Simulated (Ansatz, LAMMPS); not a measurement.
# Relaxing amorphous 93SiO2-7P2O5 (mol %) (92 atoms), part 3 of 4

Aim: bring amorphous 93SiO2-7P2O5 (mol %) (92 atoms) to a nearby minimum of the energy and see what moves.

Ansatz 0.2.0; Kohn-Sham DFT, PBE, PAW (set soft_2), plane waves.

The cell: 26 Si, 4 P and 62 O. The quench rate of 50 K/ps far exceeds what a furnace or splat quench reaches. The starting topology of bonds comes from the classical model. Only the Γ point is sampled in the main run, in a cell whose shortest periodic width is 11 Å.

So far. Step 4 (Cell and atoms relaxed): The relaxation changed the energy by -56.2 meV/atom, and atoms moved by 0.37 Å r.m.s., 1.0 Å at most.

### Step 6. Single point at the relaxed geometry

One more single point at the end of the walk gives the fuller output and checks the residual forces.

File input.yaml:

```yaml
crystal:
  lattice:
    - [11.03547, -0.11517, 0.06333]
    - [-0.11517, 11.1361, -0.32605]
    - [0.06333, -0.32605, 11.04383]
  atoms:
    - { symbol: Si, position: [0.87412, 0.78907, 0.35034] }
    - { symbol: Si, position: [0.78536, 0.22922, 0.57678] }
    - { symbol: Si, position: [0.16723, 0.41119, 0.84381] }
    - { symbol: Si, position: [0.45102, 0.8224, 0.94961] }
    - { symbol: Si, position: [0.67567, 0.97014, 0.91396] }
    - { symbol: Si, position: [0.03082, 0.2799, 0.04948] }
    - { symbol: Si, position: [0.78749, 0.04783, 0.34918] }
    - { symbol: Si, position: [0.23298, 0.83368, 0.09114] }
    - { symbol: Si, position: [0.76511, 0.18598, 0.10137] }
    - { symbol: Si, position: [0.34249, 0.15191, 0.345] }
    - { symbol: Si, position: [0.81954, 0.73839, 0.84313] }
    - { symbol: Si, position: [0.2424, 0.11612, 0.077] }
    - { symbol: Si, position: [0.59516, 0.40758, 0.06815] }
    - { symbol: Si, position: [0.47151, 0.75611, 0.55288] }
    - { symbol: Si, position: [0.71112, 0.45773, 0.43878] }
    - { symbol: Si, position: [0.18859, 0.04346, 0.55174] }
    - { symbol: Si, position: [0.06031, 0.48122, 0.48946] }
    - { symbol: Si, position: [0.152, 0.80771, 0.36705] }
    - { symbol: Si, position: [0.28115, 0.86972, 0.7413] }
    - { symbol: Si, position: [0.52256, 0.98409, 0.43723] }
    - { symbol: Si, position: [0.40828, 0.26659, 0.89576] }
    - { symbol: Si, position: [0.5602, 0.1116, 0.70382] }
    - { symbol: Si, position: [0.10517, 0.6949, 0.8708] }
    - { symbol: Si, position: [0.81428, 0.55341, 0.20778] }
    - { symbol: Si, position: [0.04387, 0.26732, 0.61688] }
    - { symbol: Si, position: [0.30071, 0.58559, 0.45258] }
    - { symbol: P, position: [0.4572, 0.40786, 0.31142] }
    - { symbol: P, position: [0.07843, 0.49162, 0.20198] }
    - { symbol: P, position: [0.73364, 0.70506, 0.57908] }
    - { symbol: P, position: [0.58641, 0.59232, 0.87773] }
    - { symbol: O, position: [0.95232, 0.53793, 0.15297] }
    - { symbol: O, position: [0.48112, 0.8428, 0.4401] }
    - { symbol: O, position: [0.06777, 0.36716, 0.94327] }
    - { symbol: O, position: [0.80462, 0.69826, 0.25138] }
    - { symbol: O, position: [0.34739, 0.48817, 0.34064] }
    - { symbol: O, position: [0.42453, 0.28063, 0.35376] }
    - { symbol: O, position: [0.81032, 0.71568, 0.69261] }
    - { symbol: O, position: [0.23398, 0.97281, 0.05548] }
    - { symbol: O, position: [0.37258, 0.78771, 0.06894] }
    - { symbol: O, position: [0.73022, 0.33816, 0.50447] }
    - { symbol: O, position: [0.43918, 0.04476, 0.33763] }
    - { symbol: O, position: [0.30588, 0.36754, 0.86919] }
    - { symbol: O, position: [0.36479, 0.89652, 0.86102] }
    - { symbol: O, position: [0.59081, 0.51894, 0.76251] }
    - { symbol: O, position: [0.14157, 0.7537, 0.00406] }
    - { symbol: O, position: [0.51066, 0.04534, 0.5752] }
    - { symbol: O, position: [0.82662, 0.12643, 0.47227] }
    - { symbol: O, position: [0.57066, 0.45074, 0.38297] }
    - { symbol: O, position: [0.5704, 0.90147, 0.99112] }
    - { symbol: O, position: [0.18286, 0.54763, 0.14175] }
    - { symbol: O, position: [0.79709, 0.77862, 0.48199] }
    - { symbol: O, position: [0.78768, 0.87857, 0.87661] }
    - { symbol: O, position: [0.27055, 0.13844, 0.47287] }
    - { symbol: O, position: [0.45105, 0.18809, 0.77043] }
    - { symbol: O, position: [0.65595, 0.98928, 0.37858] }
    - { symbol: O, position: [0.12794, 0.34014, 0.71695] }
    - { symbol: O, position: [0.71364, 0.5017, 0.11545] }
    - { symbol: O, position: [0.06541, 0.3496, 0.18106] }
    - { symbol: O, position: [0.43355, 0.61922, 0.51166] }
    - { symbol: O, position: [0.37115, 0.79694, 0.64913] }
    - { symbol: O, position: [0.07565, 0.12386, 0.60009] }
    - { symbol: O, position: [0.49717, 0.70265, 0.86946] }
    - { symbol: O, position: [0.61278, 0.01082, 0.79028] }
    - { symbol: O, position: [0.90115, 0.26744, 0.65957] }
    - { symbol: O, position: [0.54474, 0.53581, 0.99585] }
    - { symbol: O, position: [0.10837, 0.15856, 0.04116] }
    - { symbol: O, position: [0.87261, 0.9301, 0.32148] }
    - { symbol: O, position: [0.79126, 0.12647, 0.23093] }
    - { symbol: O, position: [0.66428, 0.28656, 0.12479] }
    - { symbol: O, position: [0.20253, 0.52078, 0.53555] }
    - { symbol: O, position: [0.26585, 0.15279, 0.22205] }
    - { symbol: O, position: [0.01324, 0.75438, 0.3689] }
    - { symbol: O, position: [0.24594, 0.99161, 0.67483] }
    - { symbol: O, position: [0.24765, 0.70902, 0.40641] }
    - { symbol: O, position: [0.67717, 0.19209, 0.66747] }
    - { symbol: O, position: [0.80437, 0.47783, 0.33022] }
    - { symbol: O, position: [0.72754, 0.0805, 0.99945] }
    - { symbol: O, position: [0.34581, 0.17434, 0.99149] }
    [... 8 atom lines left out ...]
    - { symbol: O, position: [0.95618, 0.70158, 0.8702] }
    - { symbol: O, position: [0.47998, 0.41393, 0.1759] }
    - { symbol: O, position: [0.95113, 0.5441, 0.554] }
    - { symbol: O, position: [0.60996, 0.76383, 0.61352] }
    - { symbol: O, position: [0.16264, 0.78548, 0.77052] }
    - { symbol: O, position: [0.18955, 0.83903, 0.23121] }
kpoints:
  mp_grid: { grid: [1, 1, 1] }
hamiltonian:
  xc: pbe
scf:
  occupations: { method: fermi_dirac, width: 0.025 }
output:
  forces: true
  stress: true
  populations: true
  dos:
    method: { smearing: { sigma: 0.08 } }
    de: 0.05
    projected: { site_lists: { O: [O], P: [P], Si: [Si] } }
  eigenvalues: true
  write_density: true
  write_potential: true
  volumetric_format: npy
```

On the command line:

```
$ ansatz run input.yaml --threads 4 --pin off --max-ram 8192MiB --backend cpu --events-out ev --progress --plain --runs-dir out
```

Standard output:

```text
[...]
Crystal: 92 atoms, lattice volume = 1355.840 Å³
Basis set: ecut = 420 eV, 26523 PW (Γ), exchange–correlation on 150×150×150 points (8 copies of the dense FFT grid, shifted against one another)
Bands: 340, of which v1, the nominal top of the filled ones, is band 248 counted from 1 (247 counted from 0)
Symmetry: 1 space group operations
[...]
k-points: 1
[...]
SCF iter   1: F=—  HF=-54820.246690 eV  |F-HF|=—  |Δ(HF+E_count)|=         —  Δρ=2.14e-3  dr2=9.55e-2  ethr=1.77e-3  ⟨swp⟩=7.0  Hψ=1789  notcnv=0  defer=52
[...]
SCF iter   9: F=-54820.236911 eV  HF=-54820.236911 eV  |F-HF|=5.41e-8  |Δ(HF+E_count)|=   8.16e-8  Δρ=2.25e-6  dr2=6.63e-8  ethr=2.02e-11  ⟨swp⟩=24.0  Hψ=3537  notcnv=0
SCF 1 converged in 9 iterations: F = -54820.236911 eV  dr2 = 6.63e-8
[...]
WARN: The input density's exchange-correlation potential varies sharply where the density is thin. Do not read a vacuum level from v_tot or v_xc, or from such a field of the output density. On a cell that repeats whose density bears no net charge and no dipole along the vacuum's axis use v_es (v_loc + v_h of the components); [...]
SCF converged after 9 iterations
Free energy (F): -54820.236911 eV
[...]
Internal energy: -54820.236911 eV  (E = F + TS)
E sigma→0 (E₀):  -54820.236911 eV
Fermi energy:    4.728393 eV
[...]
--- Forces (eV/Å), atoms counted from 1 ---
  atom   1  Si     0.00054091     0.00134739    -0.00304827
  atom   2  Si     0.00113782    -0.00941085     0.00363385
  atom   3  Si     0.00681106     0.00099045     0.00671100
  atom   4  Si    -0.00630869    -0.00095265     0.00751510
  atom   5  Si     0.00070922    -0.00024288     0.00471803
  atom   6  Si     0.00103435     0.01058184     0.00870063
  atom   7  Si    -0.00491080     0.00360665    -0.00249872
  atom   8  Si     0.00749284     0.00778686     0.00148037
  atom   9  Si    -0.00033101     0.00153892    -0.00342019
  atom  10  Si    -0.00503753    -0.00272737     0.00557058
  atom  11  Si     0.00125018     0.00131595    -0.00624927
  atom  12  Si    -0.00269147     0.00278541    -0.00383399
  atom  13  Si    -0.00183465     0.00112949     0.00703132
  atom  14  Si    -0.00397233     0.00213453     0.00050520
[...]
atom  91  O      0.00086346    -0.00019313     0.00029939
  atom  92  O     -0.00129846    -0.00046423    -0.00142364
  max |Σ_I F_I| component: 1.72e-5 eV/Å
--- Stress (GPa, compression-positive) ---
       -0.024629      -0.004852       0.006434
       -0.004855      -0.004352      -0.028769
        0.006435      -0.028768      -0.015485
  P = ⅓ Tr σ = -0.0148 GPa (-0.148 kbar)
--- Band table (eV) ---
[...]
--- Löwdin populations: 92 sites ---
  site symbol       q [e]
     0     Si      2.1920
     1     Si      2.1896
     2     Si      2.1870
[...]
91      O      6.7877
  spilling = 0.014526 (of n_electrons = 496.000000)
```

The job ended after 21 s (4 threads of Arm Neoverse V1, shared host; peak memory 1.6 GiB).

The program notes that the exchange-correlation potential is rough where the density is thin.

The run gave:

```yaml
free_energy: -54820.2369 eV
free_energy_per_atom: -595.8721 eV/atom
scf_cycles: 9
pressure: -0.01482 GPa
r_m_s_force_component: 0.00524 eV/Å
longest_force: 0.02683 eV/Å
fermi_energy: 4.728 eV
spacing_of_highest_filled_and_lowest_empty_level: 3.555 eV
spilling_of_the_projection: 0.01453
```

Löwdin charges by element and coordination (they lack the spilled electrons, 0.078 e an atom on average):

```
element  coordination  atoms  mean charge (e)  spread   least    most
      O           all     62           -0.779  0.0244  -0.894  -0.721
      O             1      3           -0.834  0.0431  -0.894  -0.797
      O             2     59           -0.776  0.0193  -0.800  -0.721
      P           all      4             2.23  0.0618    2.16    2.30
     Si           all     26             1.79  0.0309    1.66    1.83
     Si             4     25             1.79  0.0291    1.66    1.83
     Si             5      1             1.73       0    1.73    1.73
```

States in the cell by windows of 1 eV, zero at the Fermi level; the larger projections on atomic orbitals stand beside the total:

```
from (eV)  to (eV)  total   O p  Si p  O s  Si s
      -18      -17    2.0   0.1   0.3  1.5   0.1
      -17      -15    0.0   0.0   0.0  0.0   0.0
      -15      -14    3.9   2.4   0.2  0.4   0.4
      -14      -13    0.7   0.5   0.0  0.0   0.1
      -13      -12   17.7  11.6   0.7  0.8   3.6
      -12      -11   16.0  11.0   1.2  0.7   2.1
      -11      -10   18.4  13.1   1.9  0.7   1.7
      -10       -9   33.0  25.0   5.7  0.5   0.7
       -9       -8   27.9  21.8   4.8  0.4   0.2
       -8       -7   24.4  20.2   1.8  1.2   0.1
       -7       -6   51.9  45.1   3.2  1.9   0.1
       -6       -5   78.3  72.3   2.7  1.4   0.1
       -5       -4   64.4  61.2   1.2  0.8   0.1
       -4       -3   26.0  24.9   0.3  0.3   0.1
       -3       -2    5.4   5.1   0.0  0.0   0.0
       -2       -1    4.0   3.7   0.2  0.0   0.0
       -1        1    0.0   0.0   0.0  0.0   0.0
        1        2    2.0   0.1   0.0  0.4   1.0
        2        3    0.0   0.0   0.0  0.0   0.0
        3        4   15.1   1.4   3.8  3.0   4.1
        4        5   29.6   3.0  10.2  4.3   4.1
```

Between -26 and -18 eV lie 122 more states.

The levels nearest the highest filled one (over half full), pooled over k-points and spins:

```
level less the highest filled one (eV)  occupation
                                 -1.22           2
                                 -1.22           2
                                 -1.16           2
                                -0.988           2
                               -0.0656           2
                                     0           2
                                  3.55           0
                                  4.91           0
                                  4.99           0
                                  5.14           0
                                  5.27           0
                                  5.38           0
```

Electrostatic potential energy in the bc plane at fractional x = 0.061, with atoms of Si and P and O within 0.2 Å of it. With pseudopotentials it is smooth inside the atoms' cores, unlike the true potential.

Ten even steps from '_' (-45 eV) to '@' (9 eV), each cell a mean:
```
@@@@@@@@@@@@%%##****::__::##@@@@@@@@@@@@%%%%%%%%@@@@@@@@@@@@@@
@@@@@@@@@@@@@@@@@@%%::__..**@@@@@@@@@@%%**++++##%%@@@@@@@@@@@@
@@@@@@@@@@@@@@@@@@@@##++**%%@@@@@@@@%%##--__..++##@@@@@@@@@@@@
@@@@@@@@@@@@@@@@@@@@@@%%%%%%%%@@@@@@%%##--..::++%%@@@@@@@@@@@@
@@@@@@@@@@@@@@@@@@@@@@@@%%%%@@@@@@@@@@%%##****%%@@@@@@@@@@@@@@
@@@@@@@@@@@@@@@@@@@@@@@@@@@@@@@@@@@@@@@@%%%%%%@@@@@@@@@@@@@@@@
@@@@@@@@@@@@@@%%%%%%##%%@@@@@@@@@@@@@@@@@@@@@@@@@@@@@@@@@@@@@@
@@@@@@@@%%%%##++--==**%%@@@@@@@@@@@@@@@@@@@@@@@@@@@@@@@@@@@@@@
@@@@##==--++++______==%%@@@@@@@@@@@@@@@@@@@@@@@@@@@@@@@@@@@@@@
@@@@++..__--==______==%%%%%%%%%%@@@@@@@@@@@@@@@@@@@@@@@@@@@@@@
@@@@##====####++--==++##%%##==--++%%@@@@@@@@@@@@@@@@@@@@@@@@@@
@@@@@@@@@@@@@@%%##::__::++--____..**%%@@@@@@@@@@@@@@@@@@@@@@@@
@@@@@@@@@@@@@@@@%%::__::++::____..**%%@@@@@@@@@@@@@@@@@@@@@@@@
@@@@@@@@@@@@@@@@@@%%**##%%**----++%%@@@@@@@@@@%%%%%%%%@@@@@@@@
@@@@@@@@@@@@@@@@@@@@@@@@@@%%##----##@@@@@@@@##====##%%%%@@@@@@
@@@@@@@@@@@@@@@@@@@@@@@@@@@@++____==@@@@@@@@##==++##%%%%@@@@@@
@@@@@@@@@@@@@@@@@@@@@@@@@@%%**::::**@@@@@@@@@@%%%%%%%%@@@@@@@@
@@@@@@@@@@@@@@@@@@@@@@@@%%##==::--##%%@@@@@@@@@@@@@@@@@@@@@@@@
@@@@@@@@@@@@@@@@@@##--::====______==%%@@@@@@@@@@@@@@@@@@@@@@@@
@@@@@@@@@@@@@@@@%%++____::==______++%%@@@@@@@@@@@@@@@@@@@@@@@@
@@@@@@@@@@@@@@%%##**::--**##==--++##@@@@@@@@@@@@@@@@@@@@@@@@@@
@@@@@@@@%%%%##++::::++##%%%%%%%%@@@@@@@@@@@@@@@@@@@@@@@@@@@@@@
@@@@@@%%++==++::____::##%%@@@@@@@@@@@@@@@@@@@@@@@@@@@@@@@@@@@@
@@@@@@@@**++**==....==**%%@@@@@@@@@@@@@@@@@@@@@@@@@@@@@@@@@@@@
```
Columns run along b (11.1 Å; values clipped at the 3rd and 97th percentile), rows up along c (11.0 Å). Atoms in or near the plane, at fractional coordinates: Si at (0.48, 0.49), Si at (0.27, 0.62), P at (0.49, 0.20), O at (0.37, 0.94), O at (0.35, 0.18), O at (0.12, 0.60), O at (0.33, 0.49), O at (0.51, 0.34).

Valence density in the bc plane at fractional x = 0.061, with atoms of Si and P and O within 0.2 Å of it. It is the smooth field of the valence electrons, not physical close to the nuclei.

Ten steps, logarithmic in the rise over the least value, from '_' (0.0 e/Å³) to '@' (6.2 e/Å³), each cell a mean:
```
____..::====----==**%%@@%%**--..______....--====--::..________
______..........--++%%@@@@**--........::::--==--::..__________
________________::==**##**==::::::::------====--::..__________
________________..::------::::::----------====--::....________
________________..::::--::::....::::::::::--------::..________
______________..::--====--::................::::::::..________
______........::--++**++==::..______________........__________
__..--==++==----==++++++--..__________________________________
..--**%%%%##++--::--==--::..........__________________________
::==##@@@@%%**==::--==--::::::::--::::..______________________
..--**##%%**==--++**##**==------==--::..________________......
..::--====--::--**%%@@%%**==--::----::..____________....::::..
..............--**%%@@%%**==::::----::..__....::::::::::----::
..____________..==**##**==--==++++==::....::==++++==--::::::::
________________..::::::::--**%%%%**--....--**####++--::::....
________________________::==##@@@@%%==::..==**####++--::..____
____________________....::==**%%%%**==....::==++==--::..______
________________..::========++****==--..__....::::::....______
______________..--**%%%%##**==--====--..________......________
____________..::==##@@@@%%**==--====--..______________________
______..::::::::==**%%%%**++========::..______________________
____..--++++++==--==++++--::::::::::..______........__________
__..::++####**++----====--::........______..::----::..________
__..::++**##**==--==****++==::__________..::--====::..________
```
Columns run along b (11.1 Å), rows up along c (11.0 Å). Atoms in or near the plane, at fractional coordinates: Si at (0.48, 0.49), Si at (0.27, 0.62), P at (0.49, 0.20), O at (0.37, 0.94), O at (0.35, 0.18), O at (0.12, 0.60), O at (0.33, 0.49), O at (0.51, 0.34).

Mean Löwdin charges: O -0.78, P +2.23, Si +1.79 e (they miss 1.5 % of the electrons, so they add up to more than the cell's charge). The largest share in the top eV of filled states is O p (95 % of the projected weight), and in the lowest eV of empty states Si s (59 % of the projected weight).

The surroundings of Si13, which has 5 bonded neighbours where the commonest count for Si is 4, nearest first, numbered as they follow in the input and with coordinates relative to it.

```
atom      x      y      z  distance (Å)  bonds  Löwdin charge (e)
Si13   0.00   0.00   0.00          0.00      5               1.73
 O83  -0.69  -0.93  -1.23          1.68      2              -0.79
 O69   0.78  -1.37   0.67          1.72      2              -0.80
 O57   1.30   1.02   0.50          1.73      2              -0.78
 O88  -1.26   0.05   1.18          1.73      2              -0.73
 O65  -0.58   1.46  -0.84          1.78      2              -0.74
 P30  -0.13   2.12  -2.16          3.03      4               2.16
 P27  -1.51  -0.06   2.68          3.07      4               2.28
Si21  -2.06  -1.49  -1.87          3.16      4               1.79
 Si9   1.90  -2.50   0.45          3.17      4               1.80
Si24   2.41   1.55   1.51          3.24      4               1.78
```

### Step 7. K-mesh 2×2×2

A denser mesh tests the sampling of the Brillouin zone.

input.yaml, as its differences from that of step 6:

```diff
@@ -8,3 +8,3 @@
 kpoints:
-  mp_grid: { grid: [1, 1, 1] }
+  mp_grid: { grid: [2, 2, 2] }
 hamiltonian:
@@ -22,4 +22 @@
   eigenvalues: true
-  write_density: true
-  write_potential: true
-  volumetric_format: npy
```

Standard output:

```text
[...]
Crystal: 92 atoms, lattice volume = 1355.840 Å³
Basis set: ecut = 420 eV, 26523 PW (Γ), exchange–correlation on 150×150×150 points (8 copies of the dense FFT grid, shifted against one another)
Bands: 340, of which v1, the nominal top of the filled ones, is band 248 counted from 1 (247 counted from 0)
Symmetry: 1 space group operations
[...]
k-points: 8
[...]
SCF iter   1: F=—  HF=-54820.277723 eV  |F-HF|=—  |Δ(HF+E_count)|=         —  Δρ=2.15e-3  dr2=9.58e-2  ethr=1.77e-3  ⟨swp⟩=7.0  Hψ=14298  notcnv=0  defer=421
[...]
SCF iter   8: F=—  HF=-54820.268410 eV  |F-HF|=—  |Δ(HF+E_count)|=   5.62e-7  Δρ=5.38e-6  dr2=3.70e-7  ethr=5.75e-10  ⟨swp⟩=2.6  Hψ=4053  notcnv=0  defer=688
SCF iter   9: F=-54820.268409 eV  HF=-54820.268410 eV  |F-HF|=4.92e-8  |Δ(HF+E_count)|=   9.19e-8  Δρ=2.18e-6  dr2=6.22e-8  ethr=2.02e-11  ⟨swp⟩=17.9  Hψ=18409  notcnv=0
SCF 1 converged in 9 iterations: F = -54820.268409 eV  dr2 = 6.22e-8
[...]
SCF converged after 9 iterations
Free energy (F): -54820.268409 eV
[...]
Internal energy: -54820.268409 eV  (E = F + TS)
E sigma→0 (E₀):  -54820.268409 eV
Fermi energy:    4.750795 eV
[...]
Σ components = -54820.268409   (vs F -54820.268409, Δ=0.00e0)
--- Forces (eV/Å), atoms counted from 1 ---
  atom   1  Si     0.00271071     0.00292542    -0.00285472
  atom   2  Si     0.00026622    -0.01196336     0.00591231
  atom   3  Si     0.01017913     0.00215798     0.00895571
  atom   4  Si    -0.00478140    -0.00028669     0.00671745
[...]
atom  92  O     -0.00053123     0.00107867    -0.00182910
  max |Σ_I F_I| component: 1.98e-5 eV/Å
--- Stress (GPa, compression-positive) ---
       -0.026909      -0.001678       0.004577
       -0.001681      -0.000324      -0.027329
        0.004578      -0.027328      -0.011908
  P = ⅓ Tr σ = -0.0130 GPa (-0.130 kbar)
--- Band table (eV; the first three rows and the last of 8) ---
[...]
--- Löwdin populations: 92 sites ---
  site symbol       q [e]
     0     Si      2.1920
     1     Si      2.1895
     2     Si      2.1871
[...]
91      O      6.7878
  spilling = 0.014526 (of n_electrons = 496.000000)
```

Wall time 3.2 min (4 threads); peak memory 5.9 GiB; 13 min of CPU time.

The program notes that it cut back its work space to fit the memory limit.

Geometry and reference: those of the single point at the relaxed geometry.

Forces differ from those of the single point at the relaxed geometry by 2.2 meV/Å r.m.s.; the energy by -0.34 meV/atom and the gap by +0.0059 eV. It took roughly 9.0 times the reference's time (one timing each, with unlike analyses asked), in 9 cycles against 9.

(Continued in part 4 of 4.)

[Long decimals in the printed logs are rounded to 6 places.]

[Logs are printed without paths, hosts, clocks, repeated set-up lines and the standing remarks that a program may print on its own settings, such as how far it seeks lower states.]

[Hosts, paths, dates, database ids (printed as entryN), source tags and the programs' standing remarks are cut or masked in the printed files.]

[A walk said to have stopped at its limit may instead have ended on an SCF cycle that didn't converge.]
